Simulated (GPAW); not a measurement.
## ZnS (F-43m): refractive index against wavelength

The refractive index of ZnS (F-43m) below the direct gap (1.86 eV on the mesh) is read from one computed spectrum, n = √(Re ε).

Symmetry: F-43m, No. 216, cubic system. Conventional cell: a = 5.404 Å, b = 5.404 Å, c = 5.404 Å, α = 90.00°, β = 90.00°, γ = 90.00°. Around Zn on site c lie 4 S at 2.34 Å. S on site a has 4 Zn at 2.34 Å as nearest neighbours.

Method: GPAW 26.7.0, LDA, RPA, k-mesh 11×11×11, local fields up to 50 eV, Lorentzian half width 0.15 eV.

Launch of the response step: `OMP_NUM_THREADS=1 python df.py`. The run took 69 s, its band step included, on 1 thread of Arm Neoverse V1, with other jobs on the host.

| wavelength (nm) | photon energy E (eV) | n |
| --- | --- | --- |
| 3000 | 0.413 | 2.4648 |
| 2000 | 0.620 | 2.4745 |
| 1550 | 0.800 | ? |
| 1310 | 0.946 | 2.4995 |
| 1064 | 1.165 | 2.5246 |

In the single-oscillator model n² − 1 = E₀E_d/(E₀² − E²), so 1/(n² − 1) = E₀/E_d − E²/(E₀E_d) is linear in E².

Working, on the rows shown:

| x = E² (eV²) | y = 1/(n² − 1) |
| --- | --- |
| 0.170801 | 0.197035 |
| 0.384302 | 0.195192 |
| 0.895757 | 0.190567 |
| 1.35784 | 0.186095 |

Means: x̄ = 0.70218, ȳ = 0.19222. Σ(x − x̄)(y − ȳ) = -0.00784, Σ(x − x̄)² = 0.8508. Slope = -0.00784 / 0.8508 = -0.009215; intercept = ȳ − slope · x̄ = 0.19869. Turned back into n, the line misses the rows shown by at most 0.00071.

Task: Predict the last column of the withheld row from the fit.

Result: At x = 0.63984 the line gives y = 0.1928, that is 2.4873. The run gave 2.4867, so the interpolation is off by 0.00063, 1.1 % of the range in the table.

Refitted with all rows, the slope is -0.009221 and the intercept 0.19872. These give E₀ = √(intercept/−slope) = 4.64 eV and E_d = E₀/intercept = 23.4 eV; E₀ is 2.5 times the direct gap. The electronic limit at long wavelengths, without lattice vibrations, is n = √(1 + 1/intercept) = 2.456. The cell comes from an older database entry, whose edges can be off by a per cent or so. Excitons are left out; LDA gaps are as a rule too small. The values come from a sum over the points of one k-mesh and carry its error, which grows as the direct gap shrinks.
